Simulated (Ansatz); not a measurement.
## Sn wire along [110], 15 atoms a period, H-terminated: bands by functional

Aim: is the Sn wire along [110], 15 atoms a period, H-terminated a metal or a semiconductor?

Program: Ansatz 0.2.0. Level of theory: DFT PBE, plane waves, PAW; relaxation of a wire's period; PAW set soft_1, in the first sound run; inputs show where later runs differ. Results are calculated unless marked as measured.

Report form: the programs' logs are mostly left out.

**1. Set-up**

The cell holds 27 atoms: 15 Sn and 12 H. Its edges and angles: a = 18.796 Å, b = 19.062 Å, c = 4.702 Å, α = 90.0°, β = 90.0°, γ = 90.0°. Vacuum lies along a and b. The structure's axis is c.

**2. The relaxed wire**

Band widths follow the bond lengths, so the wire is relaxed first. The atoms and the third cell vector are free; the box across stays fixed as vacuum. A Fermi-Dirac smearing is set since the result may be a metal. The pressure printed is a third of the stress's trace over the whole box, vacuum included; only the stress along the axis is relaxed.

Input file input.yaml:

```yaml
crystal:
  lattice:
    - [18.796, 0.0, 0.0]
    - [0.0, 19.062, 0.0]
    - [0.0, 0.0, 4.7022600949]
  atoms:
    - { symbol: Sn, position: [0.41154304, 0.623347978, 0.0] }
    - { symbol: H, position: [0.446238561, 0.821648212, 0.0] }
    - { symbol: Sn, position: [0.49999271, 0.746689183, 0.0] }
    - { symbol: Sn, position: [0.49999271, 0.500006773, 0.0] }
    - { symbol: Sn, position: [0.76534172, 0.623347978, 0.0] }
    - { symbol: H, position: [0.819095868, 0.698307007, 0.0] }
    - { symbol: H, position: [0.819095868, 0.548388949, 0.0] }
    - { symbol: H, position: [0.180889551, 0.500006773, 0.196131437] }
[... 15 atom lines left out ...]
    - { symbol: Sn, position: [0.49999271, 0.253324363, 0.0] }
    - { symbol: Sn, position: [0.76534172, 0.376665568, 0.0] }
    - { symbol: H, position: [0.819095868, 0.301706539, 0.0] }
    - { symbol: H, position: [0.819095868, 0.451624598, 0.0] }
kpoints:
  mp_grid: { grid: [1, 1, 18] }
scf:
  occupations: { method: fermi_dirac, width: 0.05 }
hamiltonian:
  xc: pbe
  pseudopotentials: { kind: paw, azcp: { folder: soft_1 } }
relax:
  cell: { fix: [a, b, alpha, beta, gamma] }
  max_steps: 45
  f_tol: 0.03
```

Launch:

```console
ansatz run input.yaml --threads 4 --pin off --max-ram 16384MiB --backend cpu --events-out ev --progress --plain --runs-dir out
```

Run time: 11 min. Hardware: 4 threads of Arm Neoverse V1, shared host; peak memory 4.5 GiB.

The steps of the relaxation:

| step | energy less that of the first step (eV) | largest force component (eV/Å) | pressure (GPa) | volume (Å³) |
| --- | --- | --- | --- | --- |
| 1 | 0.0000 | 0.2262 | -0.32 | 1684.77 |
| 2 | 0.0690 | 0.7708 | 0.25 | 1684.76 |
| 3 | -0.0949 | 0.0690 | -0.11 | 1685.81 |
| 4 | -0.1141 | 0.0305 | -0.01 | 1688.76 |
| 5 | -0.1198 | 0.0261 | 0.01 | 1689.88 |
| 6 | -0.1265 | 0.0405 | 0.01 | 1690.18 |
| 7 | -0.1290 | 0.0126 | 0.00 | 1688.83 |
| 8 | -0.1294 | 0.0175 | -0.01 | 1689.07 |
| 9* | -0.1298 | 0.0175 | -0.01 | 1689.07 |

Relaxation steps marked * repeat the geometry before them on a plane-wave basis chosen anew for their cell, so energy and pressure can jump there. Relaxation step 2 was tried and not accepted.

The run keeps the 4 symmetry operations that it works with, so distortions that break them were not tested.

| cell as run | before | after | change |
| --- | --- | --- | --- |
| c (Å) | 4.702 | 4.714 | +0.3 % |

The atoms that moved most (Å, along periodic axes as changes of fractional coordinates times the final cell, across vacuum about the mean position):

| atom | dx | dy | dz | length |
| --- | --- | --- | --- | --- |
| H27 | 0.120 | -0.345 | 0.000 | 0.365 |
| H7 | 0.120 | 0.345 | 0.000 | 0.365 |
| H6 | -0.232 | 0.247 | 0.000 | 0.338 |
| H26 | -0.232 | -0.247 | 0.000 | 0.338 |
| Sn5 | -0.076 | 0.164 | 0.000 | 0.180 |
| Sn25 | -0.076 | -0.164 | 0.000 | 0.180 |
| H10 | 0.100 | 0.057 | 0.000 | 0.115 |
| H11 | 0.100 | -0.057 | 0.000 | 0.115 |

This step gave:

- cell length along the wire: 4.714 Å

The cell's length comes to 4.714 Å with spin left out.

**3. The wire at its relaxed period**

This step: DFT PBE, plane waves, PAW; bands of a perfect wire; PAW set soft_1 (Ansatz 0.2.0).

At the relaxed period the bands are computed along the axis; those that cross an energy going forward count the channels that a perfect wire would open there.

Input file input.yaml:

```yaml
crystal:
  lattice:
    - [18.796, 0.0, 0.0]
    - [0.0, 19.062, 0.0]
    - [0.0, 0.0, 4.7142639184]
  atoms:
    - { symbol: Sn, position: [0.413184752, 0.621730748, 0.0] }
    - { symbol: H, position: [0.446095741, 0.817389263, 0.0] }
    - { symbol: Sn, position: [0.500687023, 0.743548596, 0.0] }
    - { symbol: Sn, position: [0.50233458, 0.5, 0.0] }
    - { symbol: Sn, position: [0.76129659, 0.631927045, 0.0] }
    - { symbol: H, position: [0.806775069, 0.711247234, 0.0] }
    - { symbol: H, position: [0.825465267, 0.56649306, 0.0] }
    - { symbol: H, position: [0.182573725, 0.5, 0.204981327] }
[... 15 atom lines left out ...]
    - { symbol: Sn, position: [0.500687023, 0.256451404, 0.0] }
    - { symbol: Sn, position: [0.76129659, 0.368072955, 0.0] }
    - { symbol: H, position: [0.806775069, 0.288752766, 0.0] }
    - { symbol: H, position: [0.825465267, 0.43350694, 0.0] }
kpoints:
  mp_grid: { grid: [1, 1, 17] }
  band_path: { path: ["Γ", Z], npoints: 90 }
scf:
  occupations: { method: fermi_dirac, width: 0.05 }
hamiltonian:
  xc: pbe
  pseudopotentials: { kind: paw, azcp: { folder: soft_1 } }
output:
  dos: { e_range: [-5, 4] }
  write_potential: true
  write_density: true
  volumetric_format: npy
```

It took 9.6 min on 4 threads; peak memory 12 GiB.

Numbers from this step:

| Property | Result |
| --- | --- |
| band gap | 0.9285 eV |

The electronic bands at the labelled points (eV, zero at the Fermi level; v1 is the highest filled band, c1 the lowest empty one):

| point | v4 | v3 | v2 | v1 | c1 | c2 | c3 | c4 |
| --- | --- | --- | --- | --- | --- | --- | --- | --- |
| Γ | -1.14 | -1.11 | -0.69 | -0.46 | 0.46 | 0.68 | 0.70 | 0.89 |
| halfway | -1.53 | -1.43 | -1.30 | -1.21 | 1.36 | 1.54 | 1.84 | 1.89 |
| Z | -1.83 | -1.70 | -1.59 | -1.58 | 1.22 | 1.23 | 1.69 | 1.80 |

The gap is 0.929 eV, with spin left out.

On this path the gap is direct, 0.93 eV, with the valence top at Γ and the conduction bottom at Γ.

**4. Another level of theory, cutoff 500 eV, k-mesh 1×1×13**

This step: DFT r2SCAN, plane waves, PAW; bands of a perfect wire at the PBE geometry; PAW set soft_1 (Ansatz 0.2.0).

The atoms stay at the PBE geometry and the functional changes. r2SCAN also reads the kinetic-energy density; it often gives larger moments and wider gaps than PBE, at a higher cost. Against the first PBE run of this kind, the cutoff is 500 eV against 420 and the mesh along the wire has 13 points against 17.

input.yaml: that of step 3 with these lines changed.

```diff
@@ -34,3 +34,3 @@
 kpoints:
-  mp_grid: { grid: [1, 1, 17] }
+  mp_grid: { grid: [1, 1, 13] }
   band_path: { path: ["Γ", Z], npoints: 90 }
@@ -39,8 +39,3 @@
 hamiltonian:
-  xc: pbe
+  xc: r2scan
   pseudopotentials: { kind: paw, azcp: { folder: soft_1 } }
-output:
-  dos: { e_range: [-5, 4] }
-  write_potential: true
-  write_density: true
-  volumetric_format: npy
```

Run time: 14 min. Hardware: 4 threads; peak memory 12 GiB.

This step gave:

```
band gap : 1.221 eV
```

The electronic bands at the labelled points (eV, zero at the Fermi level; v1 is the highest filled band, c1 the lowest empty one):

| point | v4 | v3 | v2 | v1 | c1 | c2 | c3 | c4 |
| --- | --- | --- | --- | --- | --- | --- | --- | --- |
| Γ | -1.32 | -1.29 | -0.85 | -0.61 | 0.61 | 0.78 | 0.80 | 1.01 |
| halfway | -1.74 | -1.63 | -1.50 | -1.40 | 1.50 | 1.68 | 1.94 | 1.99 |
| Z | -2.05 | -1.91 | -1.80 | -1.79 | 1.35 | 1.36 | 1.77 | 1.90 |

The gap is 1.22 eV, against 0.929 eV under PBE at the relaxed period.

**5. Levels at the same atoms, level HSE06, cutoff 420 eV**

This step: DFT HSE06, plane waves, PAW; levels of a perfect wire at the PBE geometry; PAW set soft_1 (Ansatz 0.2.0).

The atoms stay at the PBE geometry and the functional changes. HSE06 mixes in a quarter of short-range exact exchange, which removes part of the self-interaction that closes gaps; it is dear, so the mesh is thinner and no path is run. Against the first PBE run of this kind, the mesh along the wire has 7 points against 17.

input.yaml: that of step 4 with these lines changed.

```diff
@@ -34,4 +34,3 @@
 kpoints:
-  mp_grid: { grid: [1, 1, 13] }
-  band_path: { path: ["Γ", Z], npoints: 90 }
+  mp_grid: { grid: [1, 1, 7] }
 scf:
@@ -39,3 +38,3 @@
 hamiltonian:
-  xc: r2scan
+  xc: hse06
   pseudopotentials: { kind: paw, azcp: { folder: soft_1 } }
```

It took 21 min on 4 threads; peak memory 5.8 GiB.

This step gave:

| Quantity | Value |
| --- | --- |
| band gap | 1.512 eV |

The gap is 1.51 eV, against 0.929 eV under PBE at the relaxed period.

**6. With spin-orbit coupling, k-mesh 1×1×11**

This step: DFT PBE, plane waves, fully relativistic PAW; bands of a perfect wire with spin-orbit coupling; PAW set soft_1 (Ansatz 0.2.0).

Spin-orbit coupling mixes the spins and splits bands that cross or touch without it, so it can open or close channels. Fully relativistic datasets take the place of the scalar ones. Against the first PBE run of this kind, the mesh along the wire has 11 points against 17.

input.yaml: that of step 5 with these lines changed.

```diff
@@ -34,3 +34,4 @@
 kpoints:
-  mp_grid: { grid: [1, 1, 7] }
+  mp_grid: { grid: [1, 1, 11] }
+  band_path: { path: ["Γ", Z], npoints: 90 }
 scf:
@@ -38,3 +39,6 @@
 hamiltonian:
-  xc: hse06
-  pseudopotentials: { kind: paw, azcp: { folder: soft_1 } }
+  xc: pbe
+  pseudopotentials: { kind: paw_fr, azcp: { folder: soft_1 } }
+magnetization:
+  noncollinear: true
+  spin_orbit: true
```

Run time: 2.1 h. Hardware: 4 threads; peak memory 13 GiB; 8.3 h of CPU time.

This step gave:

| Quantity | Value |
| --- | --- |
| band gap | 0.8984 eV |

The electronic bands at the labelled points (eV, zero at the Fermi level; v1 is the highest filled band, c1 the lowest empty one):

| point | v4 | v3 | v2 | v1 | c1 | c2 | c3 | c4 |
| --- | --- | --- | --- | --- | --- | --- | --- | --- |
| Γ | -0.68 | -0.68 | -0.45 | -0.45 | 0.45 | 0.45 | 0.66 | 0.66 |
| halfway | -1.40 | -1.31 | -1.16 | -1.16 | 1.32 | 1.34 | 1.50 | 1.52 |
| Z | -1.58 | -1.58 | -1.55 | -1.55 | 1.19 | 1.19 | 1.21 | 1.21 |

The gap is 0.898 eV, against 0.929 eV under PBE at the relaxed period, with no moment.

**7. The ladder**

Times are for 4 threads of Arm Neoverse V1, shared host. The series side by side:

| no. | run | band gap (eV) | time | memory (GiB) |
| --- | --- | --- | --- | --- |
| 1 | lead | 0.9285 | 9.6 min | 12 |
| 2 | levels | 1.221 | 14 min | 12 |
| 3 | levels | 1.512 | 21 min | 5.8 |
| 4 | SOC | 0.8984 | 2.1 h | 13 |

**8. Outcome**

```
cell length, PBE              : 4.714 Å
gap, PBE                      : 0.929 eV
gap, r2SCAN                   : 1.22 eV
gap, HSE06                    : 1.51 eV
gap, with spin-orbit coupling : 0.898 eV
```

**Reading.** Under PBE the cell's length is 4.71 Å, and a gap of 0.93 eV makes it a semiconductor. At the relaxed period the wire is gapped under every functional, from 0.93 eV (PBE) to 1.51 eV (HSE06). Weak screening in one dimension makes quasiparticle gaps larger than the semilocal gaps, as a rule. Spin-orbit coupling changes the gap from 0.93 to 0.90 eV. A hybrid's gap is read on a coarse mesh, without a band path.

[Logs are printed without paths, hosts, clocks, repeated set-up lines and the standing remarks that a program may print on its own settings, such as how far it seeks lower states.]

[Hosts, paths, dates, database ids (printed as entryN), source tags and the programs' standing remarks are cut or masked in the printed files.]
